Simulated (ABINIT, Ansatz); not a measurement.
## MgTlBr3 (Pm-3m): Raman and infrared activity

Wanted: vibrational spectra of MgTlBr3 (Pm-3m) from linear and non-linear response.

Calculated with ABINIT 10.8.3; DFT LDA, scalar-relativistic, plane waves, HGH norm-conserving pseudopotentials.

The structure was built from a prototype and need not be the compound's stable phase.

### Step 1. Set-up

The structure is cubic, space group Pm-3m (No. 221). The conventional cell has a = 5.145 Å, b = 5.145 Å, c = 5.145 Å, α = 90.00°, β = 90.00°, γ = 90.00°. Tl has 12 Br at 3.64 Å nearest. Nearest to Mg lie 6 Br at 2.57 Å. Nearest to Br lie 2 Mg at 2.57 Å. Farther neighbours and most contacts between anions are not listed.

### Step 2. Relaxing the cell and atoms

The harmonic expansion needs vanishing forces, and a free crystal bears no stress, so cell and atoms are brought to rest. Stress is more sensitive to the basis than forces are: the last 3 Ha under the cutoff are smoothed with ecutsm, and the cutoff is raised above that of the later runs.

The starting cell comes from a relaxation made beforehand in Ansatz (LDA, PseudoDojo NC).

Input file relax.abi:

```
# relaxation
ionmov 2
optcell 2
dilatmx 1.08
ntime 40
tolmxf 1.0d-05
tolvrs 1.0d-14
prtwf 0
prtden 0
chksymtnons 0

# basis, mesh and filling
ecut 38.0
ecutsm 3.0
ixc 7
ngkpt 4 4 4
nshiftk 1
shiftk 0.0 0.0 0.0
istwfk *1
occopt 1
nband 13
nstep 100
diemac 9.0
prtebands 0
prtgsr 0

# cell and atoms
acell 9.723008222 9.723008222 9.723008222
rprim 
    1.0 0.0 0.0
    0.0 1.0 0.0
    0.0 0.0 1.0
ntypat 3
znucl 81 12 35
natom 5
typat 1 2 3 3 3
xred 
    0.0 0.0 0.0
    0.5 0.5 0.5
    0.5 0.5 0.0
    0.5 0.0 0.5
    0.0 0.5 0.5
pp_dirpath "./pseudo"
pseudos "Tl.hgh, Mg.hgh, Br.hgh"
```

Run with:

```bash
$ OMP_NUM_THREADS=1 mpirun -n 4 abinit relax.abi > relax.log
```

Numbers of over 12 decimals in the logs are rounded to 6 here.

relax.abo, the main output file:

```text
[banners, grids, parts of the stress and lines that vanish by symmetry left out]
- input  file    -> relax.abi
- output file    -> relax.abo
- root for input  files -> relaxi
[...]
Symmetries : space group Pm -3 m (#221); Bravais cP (primitive cubic)
[...]
mpw =       13037          nfft =      216000          nkpt =          10
[...]
== DATASET  1 ==================================================================
[...]
cutoff_energies: {ecut:  38.0, pawecutdg:  -1.0, }
[...]
Exchange-correlation functional for the present dataset will be:
  LDA: Perdew-Wang 92 LSD fit to Ceperley-Alder data - ixc=7
[...]
ETOT  1  -43.502199844979    -4.350E+01 4.374E-02 1.789E+03
 ETOT  2  -43.705059669729    -2.029E-01 1.042E-06 6.795E+01
 ETOT  3  -43.714628111568    -9.568E-03 5.036E-05 3.987E+00
 ETOT  4  -43.714863910185    -2.358E-04 3.861E-06 7.743E-02
 ETOT  5  -43.714868622511    -4.712E-06 3.013E-08 2.724E-03
[...]
At SCF step   11       vres2   =  4.89E-15 < tolvrs=  1.00E-14 =>converged.
[...]
sigma(1 1)=  9.22323617E-06  sigma(3 2)=  0.00000000E+00
  sigma(2 2)=  9.22323617E-06  sigma(3 1)=  0.00000000E+00
  sigma(3 3)=  9.22323617E-06  sigma(2 1)=  0.00000000E+00
[...]
convergence: {deltae: -2.053E-12, res2:  4.893E-15, residm:  1.320E-18, diffor: null, }
etotal    :  -4.37148687E+01
[...]
ETOT  1  -43.714872498764    -4.371E+01 2.339E-08 5.051E-02
[...]
At SCF step    9       vres2   =  6.13E-16 < tolvrs=  1.00E-14 =>converged.
[...]
sigma(1 1)=  8.29512891E-06  sigma(3 2)=  0.00000000E+00
  sigma(2 2)=  8.29512891E-06  sigma(3 1)=  0.00000000E+00
  sigma(3 3)=  8.29512891E-06  sigma(2 1)=  0.00000000E+00
[...]
convergence: {deltae:  1.776E-12, res2:  6.128E-16, residm:  1.324E-19, diffor: null, }
etotal    :  -4.37148754E+01
[...]
ETOT  1  -43.714679152629    -4.371E+01 9.955E-01 3.920E+00
[...]
ETOT  9  -43.714903249080    -2.132E-12 8.098E-18 5.113E-14
 ETOT 10  -43.714903249077     3.695E-12 3.553E-20 1.340E-15
 At SCF step   10       vres2   =  1.34E-15 < tolvrs=  1.00E-14 =>converged.
[...]
sigma(1 1)= -9.82698413E-08  sigma(3 2)=  0.00000000E+00
  sigma(2 2)= -9.82698413E-08  sigma(3 1)=  0.00000000E+00
  sigma(3 3)= -9.82698413E-08  sigma(2 1)=  0.00000000E+00
[...]
convergence: {deltae:  3.695E-12, res2:  1.340E-15, residm:  3.553E-20, diffor: null, }
etotal    :  -4.37149032E+01
[...]
At Broyd/MD step   3, gradients are converged :
[...]
sigma(1 1)= -9.82698413E-08  sigma(3 2)=  0.00000000E+00
  sigma(2 2)= -9.82698413E-08  sigma(3 1)=  0.00000000E+00
  sigma(3 3)= -9.82698413E-08  sigma(2 1)=  0.00000000E+00
[...]
- sigma(1 1)= -2.89119855E-03  sigma(3 2)=  0.00000000E+00
- sigma(2 2)= -2.89119855E-03  sigma(3 1)=  0.00000000E+00
- sigma(3 3)= -2.89119855E-03  sigma(2 1)=  0.00000000E+00
[...]
fcart     -0.0000000000E+00 -0.0000000000E+00 -0.0000000000E+00
           strten     -9.8269841325E-08 -9.8269841326E-08 -9.8269841324E-08
================================================================================

[key lines of the parts left out:]
pressure_GPa:   2.8912E-03
Total energy (etotal) [Ha]= -4.37149032490766E+01
```

Run time: 34 s. Hardware: 4 MPI ranks of Intel Xeon 6975P-C (Granite Rapids), shared host.

The steps of the relaxation:

```
step  energy less that of the first step (eV)  largest force (eV/Å)  volume (Å³)
   1                                   0.0000                0.0000       136.21
   2                                  -0.0002                0.0000       136.10
   3                                  -0.0009                0.0000       135.10
```

```
conventional cell, symmetrised  before  after  change
                         a (Å)   5.145  5.131  -0.3 %
                         b (Å)   5.145  5.131  -0.3 %
                         c (Å)   5.145  5.131  -0.3 %
              volume (Å³/atom)   27.24  27.02  -0.8 %
```

The relaxed structure:

```xyz
5
Lattice="5.1312 0.0000 0.0000 0.0000 5.1312 0.0000 0.0000 0.0000 5.1312" Properties=species:S:1:pos:R:3 pbc="T T T"
Tl    0.0000    0.0000    0.0000
Mg    2.5656    2.5656    2.5656
Br    2.5656    2.5656    0.0000
Br    2.5656    0.0000    2.5656
Br    0.0000    2.5656    2.5656
```

Read from the output:

```
volume per atom : 27.02 Å³
pressure        : 0.002891 GPa
```

The volume changes by -0.8 % from the cell with which this run began.

### Step 3. Self-consistent run for the response

The response is built on these wavefunctions, so the potential is converged far more tightly than an energy would need. The mesh is shifted off Γ, since shifted meshes converge sums over the zone faster.

Input file gs.abi:

```
# ground state
tolvrs 1.0d-16
prtden 1
prtwf 1

# basis, mesh and filling
ecut 30.0
ixc 7
ngkpt 4 4 4
nshiftk 1
shiftk 0.5 0.5 0.5
istwfk *1
occopt 1
nband 13
nstep 100
diemac 9.0
prtebands 0
prtgsr 0

# cell and atoms
acell 9.696469433 9.696469433 9.696469433
rprim 
    1.0 0.0 0.0
    0.0 1.0 0.0
    0.0 0.0 1.0
ntypat 3
znucl 81 12 35
natom 5
typat 1 2 3 3 3
xred 
    0.0 0.0 0.0
    0.5 0.5 0.5
    0.5 0.5 0.0
    0.5 0.0 0.5
    0.0 0.5 0.5
pp_dirpath "./pseudo"
pseudos "Tl.hgh, Mg.hgh, Br.hgh"
```

Run with:

```bash
$ OMP_NUM_THREADS=1 mpirun -n 4 abinit gs.abi > gs.log
```

gs.abo, the main output file:

```text
[banners, grids, parts of the stress and lines that vanish by symmetry left out]
- input  file    -> gs.abi
- output file    -> gs.abo
- root for input  files -> gsi
[...]
Symmetries : space group Pm -3 m (#221); Bravais cP (primitive cubic)
[...]
mpw =        7163          nfft =      110592          nkpt =           4
[...]
== DATASET  1 ==================================================================
[...]
cutoff_energies: {ecut:  30.0, pawecutdg:  -1.0, }
[...]
Exchange-correlation functional for the present dataset will be:
  LDA: Perdew-Wang 92 LSD fit to Ceperley-Alder data - ixc=7
[...]
ETOT  1  -43.511101803374    -4.351E+01 1.237E-02 9.060E+02
 ETOT  2  -43.704620230781    -1.935E-01 5.789E-07 3.262E+01
 ETOT  3  -43.713480296589    -8.860E-03 4.062E-05 1.989E+00
 ETOT  4  -43.713712333356    -2.320E-04 3.746E-06 3.912E-02
 ETOT  5  -43.713717350022    -5.017E-06 3.438E-08 1.327E-03
[...]
ETOT 11  -43.713717469251     1.506E-12 1.609E-18 2.694E-15
 ETOT 12  -43.713717469249     1.535E-12 6.814E-22 1.992E-17
 At SCF step   12       vres2   =  1.99E-17 < tolvrs=  1.00E-16 =>converged.
[...]
sigma(1 1)=  8.34986628E-06  sigma(3 2)=  0.00000000E+00
  sigma(2 2)=  8.34986628E-06  sigma(3 1)=  0.00000000E+00
  sigma(3 3)=  8.34986628E-06  sigma(2 1)=  0.00000000E+00
[...]
convergence: {deltae:  1.535E-12, res2:  1.992E-17, residm:  6.814E-22, diffor: null, }
etotal    :  -4.37137175E+01
[...]
sigma(1 1)=  8.34986628E-06  sigma(3 2)=  0.00000000E+00
  sigma(2 2)=  8.34986628E-06  sigma(3 1)=  0.00000000E+00
  sigma(3 3)=  8.34986628E-06  sigma(2 1)=  0.00000000E+00
[...]
- sigma(1 1)=  2.45661547E-01  sigma(3 2)=  0.00000000E+00
- sigma(2 2)=  2.45661547E-01  sigma(3 1)=  0.00000000E+00
- sigma(3 3)=  2.45661547E-01  sigma(2 1)=  0.00000000E+00
[...]
fcart     -0.0000000000E+00 -0.0000000000E+00 -0.0000000000E+00
           strten      8.3498662793E-06  8.3498662793E-06  8.3498662793E-06
================================================================================

[key lines of the parts left out:]
pressure_GPa:  -2.4566E-01
```

Run time: 3.7 s. Hardware: 4 MPI ranks; 12 s of CPU time.

Read from the output:

```yaml
pressure: -0.2457 GPa
```

The cell stands at -0.25 GPa: the relaxation ran with a smoothed and higher cutoff and on another k mesh.

### Step 4. Empty bands

Empty bands on the ground state's density check that the gap assumed so far is there in this cell.

Input file gap.abi:

```
# empty bands on the ground state's density
iscf -2
getden_filepath "gso_DEN"
tolwfr 1.0d-12
nbdbuf 2
prtwf 0

# basis, mesh and filling
ecut 30.0
ixc 7
ngkpt 4 4 4
nshiftk 1
shiftk 0.0 0.0 0.0
istwfk *1
occopt 1
nband 17
nstep 100
diemac 9.0
prtebands 0
prtgsr 0

# cell and atoms
acell 9.696469433 9.696469433 9.696469433
rprim 
    1.0 0.0 0.0
    0.0 1.0 0.0
    0.0 0.0 1.0
ntypat 3
znucl 81 12 35
natom 5
typat 1 2 3 3 3
xred 
    0.0 0.0 0.0
    0.5 0.5 0.5
    0.5 0.5 0.0
    0.5 0.0 0.5
    0.0 0.5 0.5
pp_dirpath "./pseudo"
pseudos "Tl.hgh, Mg.hgh, Br.hgh"
```

Run with:

```bash
$ OMP_NUM_THREADS=1 mpirun -n 4 abinit gap.abi > gap.log
```

gap.abo, the main output file:

```text
[banners, grids, parts of the stress and lines that vanish by symmetry left out]
- input  file    -> gap.abi
- output file    -> gap.abo
- root for input  files -> gapi
[...]
Symmetries : space group Pm -3 m (#221); Bravais cP (primitive cubic)
[...]
mpw =        7208          nfft =      110592          nkpt =          10
[...]
== DATASET  1 ==================================================================
[...]
cutoff_energies: {ecut:  30.0, pawecutdg:  -1.0, }
[...]
Exchange-correlation functional for the present dataset will be:
  LDA: Perdew-Wang 92 LSD fit to Ceperley-Alder data - ixc=7
[...]
-outvars: echo values of variables after computation
            acell      9.6964694330E+00  9.6964694330E+00  9.6964694330E+00 Bohr
================================================================================
```

Wall time 4.5 s (4 MPI ranks).

This step gave:

```
gap on the k-mesh : 2.903 eV
```

In this cell the gap on the mesh is 2.9 eV, indirect (smallest direct 3.6 eV), so fixed occupations hold.

(Part 1 of 4 ends here.)

[Host names and launcher messages were left out of these logs when they were recorded.]

[Logs are printed without paths, hosts, clocks, repeated set-up lines and the standing remarks that a program may print on its own settings, such as how far it seeks lower states.]

[Hosts, paths, dates, database ids (printed as entryN), source tags and the programs' standing remarks are cut or masked in the printed files.]
